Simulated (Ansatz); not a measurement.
# Li on Al(100): change of the work function

How does Li on the bridge site change the work function of Al(100) as the layer fills?

Method: plane-wave DFT, PBEsol, Ansatz PAW, in the first sound run; inputs show where later runs differ, in Ansatz 0.2.0.

**1. Set-up**

The cell holds 4 atoms: 4 Al. Its edges and angles: a = 2.864 Å, b = 2.864 Å, c = 24.075 Å, α = 90.0°, β = 90.0°, γ = 90.0°. Vacuum lies along c.

**2. The clean slab**

The bare slab comes first, as the zero from which every change is counted. The two lowest layers are held at bulk places and the upper ones relax. The dipole correction removes the false field that a one-sided slab makes across the periodic vacuum, so each face gets a flat vacuum level of its own.

Input file input.yaml:

```yaml
crystal:
  lattice:
    - [2.8637824638, 0.0, 0.0]
    - [0.0, 2.8637824638, 0.0]
    - [0.0, 0.0, 24.075]
  atoms:
    - { symbol: Al, position: [0.5, 0.5, 0.3738317757] }
    - { symbol: Al, position: [0.0, 0.0, 0.4579439252] }
    - { symbol: Al, position: [0.5, 0.5, 0.5420560748] }
    - { symbol: Al, position: [0.0, 0.0, 0.6261682243] }
kpoints:
  mp_grid: { grid: [10, 10, 1] }
hamiltonian:
  xc: pbesol
scf:
  occupations: { method: fermi_dirac, width: 0.1 }
  convergence: { dr2_threshold: 1.0e-08 }
efield:
  axis: 3
  dipole_correction: true
  ramp_position: 0.97
  ramp_width: 0.06
relax:
  f_tol: 0.02
  max_steps: 60
  constraints: [{ sites: [0, 1] }]
output:
  write_potential: true
  write_density: true
  volumetric_format: npy
```

Started as:

```sh
ansatz run input.yaml --threads 4 --pin off --max-ram 6144MiB --backend cpu --events-out ev --progress --plain --runs-dir out
```

Numbers of over 12 decimals in the logs are rounded to 6 here.

The program printed:

```text
Engine: ansatz 0.2.0, aarch64-unknown-linux-gnu
Pseudopotentials: kind: paw
Pseudopotential: Al, paw, valence charge 3, recommended cutoff 420 eV (normal), Al.paw.azcp
Functional definition: PBEsol
  exchange = pbesol_x
  correlation = pbesol_c
Crystal: 4 atoms, lattice volume = 197.445 Å³
Basis set: ecut = 420 eV, 3877 PW (Γ), exchange–correlation on 40×40×324 points (8 copies of the dense FFT grid, shifted against one another)
Bands: 10, of which v1, the nominal top of the filled ones, is band 6 counted from 1 (5 counted from 0)
Symmetry: 8 space group operations
k-points: 21 of 100
Non-local potential: Al, projectors of the file, l = 0: 2, l = 1: 2, l = 2: 1
PAW form: soft (Blöchl's): semilocal exchange-correlation on the pseudo side does not see the compensation charge
PAW frozen core: Al, regenerated for the run's functional, and the local potential with it (the file was generated under x = pbe(κ = 0.804, μ = 0.219515), c = pbe(β = 0.066725))
PAW one-centre angular grid: Al, 110 points (default); XC on 64 Gauss nodes
Initial density: superposition of atomic densities (neutral atoms: chi_scale 0, normalization atom), corrected by the library's trained network
Initial wavefunctions: pseudopotential atomic-orbital guess
Functional: x = pbesol(κ = 0.804, μ = 0.123457), c = pbesol(β = 0.046)
SCF iter   1: F=—  HF=-2097.042204 eV  |F-HF|=—  |Δ(HF+E_count)|=         —  Δρ=1.27e-3  dr2=5.51e-3  ethr=1.77e-3  p=0.000 e·Å  D=4.85e-14 V/Å  ΔV_dip=-0.00 eV  dr2_dipole=3.20e-9  V_vac-E_F(+/−)=4.23/4.23 eV  ⟨swp⟩=7.9  Hψ=1859  notcnv=0
efield: sawtooth ramp at fractional position 0.9700 (set: `efield.ramp_position`, or a place that a band, a saddle search or an elastic batch's reference lends), width 0.0600; the density the first Hamiltonian is built on has a dipole p = 0.000 e·Å; the dipole correction subtracts the counter field D = 4.85e-14 V/Å, which shifts the + side's vacuum level by -0.00 eV against the − side's; the planar-averaged density in the ramp window peaks in size at 7.4e-6 e/Å³
preconditioner: auto → LDOS  [metal: Δε(μ)=0.080 eV  Ē_g=6.207 eV  σ=0.100 eV  W_gap=0.20  n_scr=12 (ndim 8)  ℏωp=9.2 eV  f_vac=0.539  D(μ)=2.23/eV (n_scr^D=10)  β→1.0]
SCF iter   2: F=—  HF=-2097.042102 eV  |F-HF|=—  |Δ(HF+E_count)|=   1.03e-4  Δρ=3.86e-4  dr2=5.93e-4  ethr=4.59e-5  p=0.000 e·Å  D=1.94e-5 V/Å  ΔV_dip=-0.00 eV  dr2_dipole=8.70e-9  V_vac-E_F(+/−)=4.38/4.38 eV  ⟨swp⟩=2.6  Hψ=526  notcnv=0
SCF iter   3: F=—  HF=-2097.042230 eV  |F-HF|=—  |Δ(HF+E_count)|=   1.29e-4  Δρ=1.09e-4  dr2=5.80e-5  ethr=4.94e-6  p=0.000 e·Å  D=4.37e-6 V/Å  ΔV_dip=-0.00 eV  dr2_dipole=5.91e-10  V_vac-E_F(+/−)=4.39/4.39 eV  ⟨swp⟩=2.5  Hψ=358  notcnv=0
SCF iter   4: F=—  HF=-2097.042241 eV  |F-HF|=—  |Δ(HF+E_count)|=   1.05e-5  Δρ=2.58e-5  dr2=1.79e-6  ethr=4.83e-7  p=0.000 e·Å  D=8.54e-7 V/Å  ΔV_dip=-0.00 eV  dr2_dipole=1.12e-10  V_vac-E_F(+/−)=4.39/4.39 eV  ⟨swp⟩=2.4  Hψ=354  notcnv=0
SCF iter   5: F=—  HF=-2097.042241 eV  |F-HF|=—  |Δ(HF+E_count)|=   1.15e-7  Δρ=5.64e-6  dr2=1.21e-7  ethr=1.49e-8  p=0.000 e·Å  D=2.65e-7 V/Å  ΔV_dip=-0.00 eV  dr2_dipole=6.56e-12  V_vac-E_F(+/−)=4.39/4.39 eV  ⟨swp⟩=2.7  Hψ=354  notcnv=0
SCF iter   6: F=-2097.042241 eV  HF=-2097.042241 eV  |F-HF|=5.83e-9  |Δ(HF+E_count)|=   1.58e-7  Δρ=8.69e-7  dr2=1.48e-9  ethr=8.33e-11  p=-0.000 e·Å  D=-2.18e-9 V/Å  ΔV_dip=0.00 eV  dr2_dipole=1.84e-14  V_vac-E_F(+/−)=4.39/4.39 eV  ⟨swp⟩=10.2  Hψ=1512  notcnv=0
SCF 1 converged in 6 iterations: F = -2097.042241 eV  dr2 = 1.48e-9
  greatest PAW one-centre occupation: 0.478 electrons in one spin orbital (limit 2), on the Al atom at site 3 (counted from 0), in its partial waves of l = 0
relax step   1: F+E_penalty+E_count = -2097.04224118 eV  Δ(F+E_penalty+E_count) = +0.000e0 eV  max|allowed force component| = 1.107e-1 eV/Å  Δτ_max = 0.0000 Å  (6 SCF iters, accepted)
Initial density: handed on by an earlier stage of this run
Initial wavefunctions: those handed on with the density
iter 1 solved again at ethr=4.90e-4 eV; its pass at ethr=3.10e-3 eV (dr2=5.88e-2 eV) is discarded
SCF iter   1: F=—  HF=-2097.055205 eV  |F-HF|=—  |Δ(HF+E_count)|=         —  Δρ=1.83e-3  dr2=5.90e-2  ethr=4.90e-4  p=-0.000 e·Å  D=-9.88e-9 V/Å  ΔV_dip=0.00 eV  dr2_dipole=8.26e-3  V_vac-E_F(+/−)=4.39/4.39 eV  ⟨swp⟩=1.8  Hψ=1464  notcnv=0
efield: sawtooth ramp at fractional position 0.9700 (set: `efield.ramp_position`, or a place that a band, a saddle search or an elastic batch's reference lends), width 0.0600; the density the first Hamiltonian is built on has a dipole p = -0.000 e·Å; the dipole correction subtracts the counter field D = -9.88e-9 V/Å, which shifts the + side's vacuum level by +0.00 eV against the − side's; the planar-averaged density in the ramp window peaks in size at 9.0e-8 e/Å³
preconditioner: auto → LDOS  [metal: Δε(μ)=0.165 eV  Ē_g=6.132 eV  σ=0.100 eV  W_gap=0.38  n_scr=12 (ndim 8)  ℏωp=9.2 eV  f_vac=0.531  D(μ)=2.19/eV (n_scr^D=10)  β→1.0]
SCF iter   2: F=—  HF=-2097.048936 eV  |F-HF|=—  |Δ(HF+E_count)|=   6.27e-3  Δρ=5.39e-4  dr2=7.41e-3  ethr=4.90e-4  p=0.000 e·Å  D=1.86e-4 V/Å  ΔV_dip=-0.00 eV  dr2_dipole=1.92e-3  V_vac-E_F(+/−)=4.38/4.39 eV  ⟨swp⟩=1.7  Hψ=251  notcnv=0
SCF iter   3: F=—  HF=-2097.048756 eV  |F-HF|=—  |Δ(HF+E_count)|=   1.81e-4  Δρ=1.34e-4  dr2=6.36e-5  ethr=6.18e-5  p=0.000 e·Å  D=3.54e-4 V/Å  ΔV_dip=-0.01 eV  dr2_dipole=6.67e-6  V_vac-E_F(+/−)=4.37/4.38 eV  ⟨swp⟩=2.0  Hψ=287  notcnv=0
SCF iter   4: F=—  HF=-2097.048862 eV  |F-HF|=—  |Δ(HF+E_count)|=   1.06e-4  Δρ=5.68e-5  dr2=4.35e-5  ethr=5.30e-7  p=0.000 e·Å  D=3.55e-4 V/Å  ΔV_dip=-0.01 eV  dr2_dipole=8.98e-7  V_vac-E_F(+/−)=4.37/4.38 eV  ⟨swp⟩=2.1  Hψ=372  notcnv=0
SCF iter   5: F=—  HF=-2097.048856 eV  |F-HF|=—  |Δ(HF+E_count)|=   5.56e-6  Δρ=1.36e-5  dr2=2.47e-6  ethr=3.63e-7  p=0.001 e·Å  D=4.64e-4 V/Å  ΔV_dip=-0.01 eV  dr2_dipole=6.47e-7  V_vac-E_F(+/−)=4.37/4.38 eV  ⟨swp⟩=2.1  Hψ=302  notcnv=0
SCF iter   6: F=—  HF=-2097.048857 eV  |F-HF|=—  |Δ(HF+E_count)|=   1.15e-6  Δρ=4.64e-6  dr2=2.36e-7  ethr=2.06e-8  p=0.001 e·Å  D=4.65e-4 V/Å  ΔV_dip=-0.01 eV  dr2_dipole=4.00e-8  V_vac-E_F(+/−)=4.37/4.38 eV  ⟨swp⟩=2.3  Hψ=314  notcnv=0
SCF iter   7: F=-2097.048857 eV  HF=-2097.048857 eV  |F-HF|=8.25e-9  |Δ(HF+E_count)|=   6.18e-8  Δρ=8.16e-7  dr2=3.91e-9  ethr=8.33e-11  p=0.001 e·Å  D=4.69e-4 V/Å  ΔV_dip=-0.01 eV  dr2_dipole=5.50e-10  V_vac-E_F(+/−)=4.37/4.38 eV  ⟨swp⟩=8.3  Hψ=1529  notcnv=0
SCF 2 converged in 7 iterations: F = -2097.048857 eV  dr2 = 3.91e-9
  greatest PAW one-centre occupation: 0.479 electrons in one spin orbital (limit 2), on the Al atom at site 3 (counted from 0), in its partial waves of l = 0
relax step   2: F+E_penalty+E_count = -2097.04885731 eV  Δ(F+E_penalty+E_count) = -6.616e-3 eV  max|allowed force component| = 4.423e-2 eV/Å  Δτ_max = 0.1327 Å  (7 SCF iters, accepted)
SCF iter   1: F=—  HF=-2097.051059 eV  |F-HF|=—  |Δ(HF+E_count)|=         —  Δρ=6.05e-4  dr2=6.18e-3  ethr=5.94e-4  p=0.001 e·Å  D=4.69e-4 V/Å  ΔV_dip=-0.01 eV  dr2_dipole=1.11e-3  V_vac-E_F(+/−)=4.37/4.38 eV  ⟨swp⟩=2.9  Hψ=797  notcnv=0
efield: sawtooth ramp at fractional position 0.9700 (set: `efield.ramp_position`, or a place that a band, a saddle search or an elastic batch's reference lends), width 0.0600; the density the first Hamiltonian is built on has a dipole p = 0.001 e·Å; the dipole correction subtracts the counter field D = 4.69e-4 V/Å, which shifts the + side's vacuum level by -0.01 eV against the − side's; the planar-averaged density in the ramp window peaks in size at 1.2e-7 e/Å³
preconditioner: auto → LDOS  [metal: Δε(μ)=0.150 eV  Ē_g=6.163 eV  σ=0.100 eV  W_gap=0.32  n_scr=12 (ndim 8)  ℏωp=9.2 eV  f_vac=0.535  D(μ)=2.19/eV (n_scr^D=10)  β→1.0]
SCF iter   2: F=—  HF=-2097.050285 eV  |F-HF|=—  |Δ(HF+E_count)|=   7.75e-4  Δρ=1.65e-4  dr2=5.10e-4  ethr=5.15e-5  p=0.001 e·Å  D=4.95e-4 V/Å  ΔV_dip=-0.01 eV  dr2_dipole=1.02e-4  V_vac-E_F(+/−)=4.37/4.38 eV  ⟨swp⟩=2.3  Hψ=468  notcnv=0
SCF iter   3: F=—  HF=-2097.050262 eV  |F-HF|=—  |Δ(HF+E_count)|=   2.22e-5  Δρ=4.61e-5  dr2=1.22e-5  ethr=4.25e-6  p=0.000 e·Å  D=2.87e-4 V/Å  ΔV_dip=-0.01 eV  dr2_dipole=8.45e-7  V_vac-E_F(+/−)=4.37/4.38 eV  ⟨swp⟩=1.8  Hψ=297  notcnv=0
SCF iter   4: F=—  HF=-2097.050274 eV  |F-HF|=—  |Δ(HF+E_count)|=   1.15e-5  Δρ=9.52e-6  dr2=9.05e-7  ethr=1.01e-7  p=0.000 e·Å  D=3.32e-4 V/Å  ΔV_dip=-0.01 eV  dr2_dipole=1.98e-8  V_vac-E_F(+/−)=4.37/4.38 eV  ⟨swp⟩=2.4  Hψ=370  notcnv=0
SCF iter   5: F=—  HF=-2097.050274 eV  |F-HF|=—  |Δ(HF+E_count)|=   9.40e-8  Δρ=2.15e-6  dr2=7.10e-8  ethr=7.54e-9  p=0.000 e·Å  D=3.15e-4 V/Å  ΔV_dip=-0.01 eV  dr2_dipole=7.98e-9  V_vac-E_F(+/−)=4.37/4.38 eV  ⟨swp⟩=2.5  Hψ=328  notcnv=0
SCF iter   6: F=-2097.050274 eV  HF=-2097.050274 eV  |F-HF|=5.94e-9  |Δ(HF+E_count)|=   1.87e-8  Δρ=7.63e-7  dr2=4.20e-9  ethr=8.33e-11  p=0.000 e·Å  D=3.10e-4 V/Å  ΔV_dip=-0.01 eV  dr2_dipole=2.51e-10  V_vac-E_F(+/−)=4.37/4.38 eV  ⟨swp⟩=9.4  Hψ=1415  notcnv=0
SCF 3 converged in 6 iterations: F = -2097.050274 eV  dr2 = 4.20e-9
relax step   3: F+E_penalty+E_count = -2097.05027380 eV  Δ(F+E_penalty+E_count) = -1.416e-3 eV  max|allowed force component| = 1.170e-2 eV/Å  Δτ_max = 0.0459 Å  (6 SCF iters, accepted)
NSCF: frozen V_eff on 21 k-points
the search or the solves at the SCF's close seem to have found levels that the self-consistency loop had missed (the run counts 1). By its estimate they hold under 1e-12 electrons; where the run keeps them, the occupations were computed again with them
WARN: The output density's exchange-correlation potential varies sharply where the density is thin. Do not read a vacuum level from v_tot or v_xc, or from such a field of the output density. On a cell that repeats whose density bears no net charge and no dipole along the vacuum's axis use v_es (v_loc + v_h of the components); under efield.dipole_correction with no amplitude use v_es + v_field, which holds any externa [...]
SCF converged after 6 iterations
Free energy (F): -2097.050274 eV
Harris-Foulkes:  -2097.050274 eV  (|F-HF|=5.94e-9)
Internal energy: -2096.980000 eV  (E = F + TS)
E sigma→0 (E₀):  -2097.015137 eV
Entropy (-TS):   -0.070274 eV (-17.568 meV/atom)
Fermi energy:    -0.212327 eV
Dipole field:    D = 0.000332 V/Å  (p = 0.000362 e·Å, saw-weighted, corrected)
Work function:   Φ+ = 4.3745 eV   Φ− = 4.3825 eV
Levels:          The Fermi level and band energies are counted from a zero that moves with the ramp; work functions are not
--- Per-component energies (eV) ---
  E_band       = -50.844790
  E_kinetic    = 85.416303
  E_local      = -2722.474396  (includes V_loc(G=0)·N_el)
  E_nonlocal   = 41.989462
  E_hartree    = 1335.249263
  E_xc         = -154.130644
  E_vxc        = -112.066301  (∫ρ·V_xc dr)
  E_paw        = -1818.526007  (= ΣΔE_a)
  E_vpaw       = -14.207393  (= ΣTr[D̂ρ^β])
  E_aug_tail   = -0.000010  (compensation charges beyond the density's cutoff)
  E_efield     = 0.000000  (sawtooth field / dipole correction)
  E_vefield    = -0.000147  (∫n·V_field dr)
  E_ewald      = 1135.419474
  E_core_change = 0.076556  (= ΣΔE_core)
  E_smearing   = -0.070274  (= −TS)
  E_closure    = -0.000000  (closes the sum)
  Σ components = -2097.050274   (vs F -2097.050274, Δ=0.00e0)
--- Forces (eV/Å), atoms counted from 1 ---
  atom   1  Al    -0.00000000     0.00000000    -0.08436633
  atom   2  Al     0.00000000     0.00000000     0.06836278
  atom   3  Al     0.00000000     0.00000000     0.01170033
  atom   4  Al    -0.00000000     0.00000000     0.00429394
  max |Σ_I F_I| component: 9.28e-6 eV/Å
--- Band table (eV; the first three rows and the last of 21) ---
  k-point 0: bands = ["-10.7411", "-9.4224", "-7.2702", "-4.5225", "-2.2037", "1.1601", "3.2740", "4.1711", "4.3731", "5.5477"]
  k-point 1: bands = ["-10.5613", "-9.2440", "-7.0937", "-4.3468", "-2.0363", "1.3219", "3.0563", "3.4440", "4.2434", "4.3526"]
  k-point 2: bands = ["-10.0234", "-8.7103", "-6.5656", "-3.8220", "-1.5367", "0.2978", "1.5481", "1.8665", "3.6265", "3.9945"]
  k-point 20: bands = ["-2.5950", "-2.5950", "-1.3853", "-1.3853", "-1.2986", "-1.2749", "0.0642", "0.0859", "0.6450", "0.6450"]
--- Relaxed structure (3 steps of the walk, 3 accepted, 0 SCFs on fresh bases) ---
  F+E_penalty+E_count = -2097.05027380 eV   max|allowed force component| = 1.170e-2 eV/Å
  atoms:
    - { symbol: Al, position: [0.5, 0.5, 0.373832] }
    - { symbol: Al, position: [0.0, 0.0, 0.457944] }
    - { symbol: Al, position: [0.5, 0.5, 0.544576] }
    - { symbol: Al, position: [0, 0.0, 0.629776] }
```

Run time: 3 s. Hardware: 4 threads of Arm Neoverse V2, shared host; peak memory 0.45 GiB.

Step by step:

```
step  energy less that of the first step (eV)  largest force component (eV/Å)
   1                                   0.0000                          0.1107
   2                                  -0.0066                          0.0442
   3                                  -0.0080                          0.0117
```

Forces are held to the 8 operations that the run works with; a distortion that breaks them can't arise in this run.

The atoms that moved most (Å):

| atom | dx | dy | dz | length |
| --- | --- | --- | --- | --- |
| Al4 | 0.000 | 0.000 | 0.087 | 0.087 |
| Al3 | 0.000 | 0.000 | 0.061 | 0.061 |

The relaxed structure:

```xyz
4
Lattice="2.8638 0.0000 0.0000 0.0000 2.8638 0.0000 0.0000 0.0000 24.0750" Properties=species:S:1:pos:R:3
Al    1.4319    1.4319    9.0000
Al    0.0000    0.0000   11.0250
Al    1.4319    1.4319   13.1107
Al    0.0000    0.0000   15.1619
```

Numbers from this step:

- energy at zero smearing: -2097.0151 eV
- work function, upper face: 4.374 eV
- dipole along the normal: 3.62e-4 e·Å

Running mean over 2.025 Å of the planar mean; the ramp of the sawtooth is left out. Table of electron's electrostatic potential energy less the Fermi level by z:

```
z (Å)  electron's electrostatic potential energy less the Fermi level (eV)
  3.0                                                                 4.38
  3.5                                                                 4.38
  4.0                                                                 4.38
  4.5                                                                 4.38
  5.0                                                                 4.38
  5.5                                                                 4.37
  6.0                                                                 4.32
  6.5                                                                 4.15
  7.0                                                                 3.59
  7.5                                                                 1.96
  8.0                                                               -0.443
  8.5                                                                -2.76
  9.0                                                                -4.12
  9.5                                                                -4.47
 10.0                                                                -4.56
 10.5                                                                -4.61
 11.0                                                                -4.58
 11.5                                                                -4.44
 12.0                                                                -4.39
 12.5                                                                -4.40
 13.0                                                                -4.52
 13.5                                                                -4.52
 14.0                                                                -4.45
 14.5                                                                -4.38
 15.0                                                                -4.24
 15.5                                                                -3.34
 16.0                                                                -1.22
 16.5                                                                 1.21
 17.0                                                                 3.20
 17.5                                                                 4.03
 18.0                                                                 4.28
 18.5                                                                 4.35
 19.0                                                                 4.37
 19.5                                                                 4.37
 20.0                                                                 4.37
 20.5                                                                 4.37
 21.0                                                                 4.37
```

The relaxation took 3 steps and lowered the energy by 0.0080 eV; the largest force on the free atoms ends at 0.012 eV/Å.

The work function of the upper face is 4.37 eV.

(Part 1 of 5 ends here.)

[Logs are printed without paths, hosts, clocks, repeated set-up lines and the standing remarks that a program may print on its own settings, such as how far it seeks lower states.]

[Hosts, paths, dates, database ids (printed as entryN), source tags and the programs' standing remarks are cut or masked in the printed files.]

[Maps of the electrostatic potential energy from Ansatz leave out the sawtooth potential of an applied field or a dipole correction, so their vacuum need not be flat; planar profiles and work functions include it.]
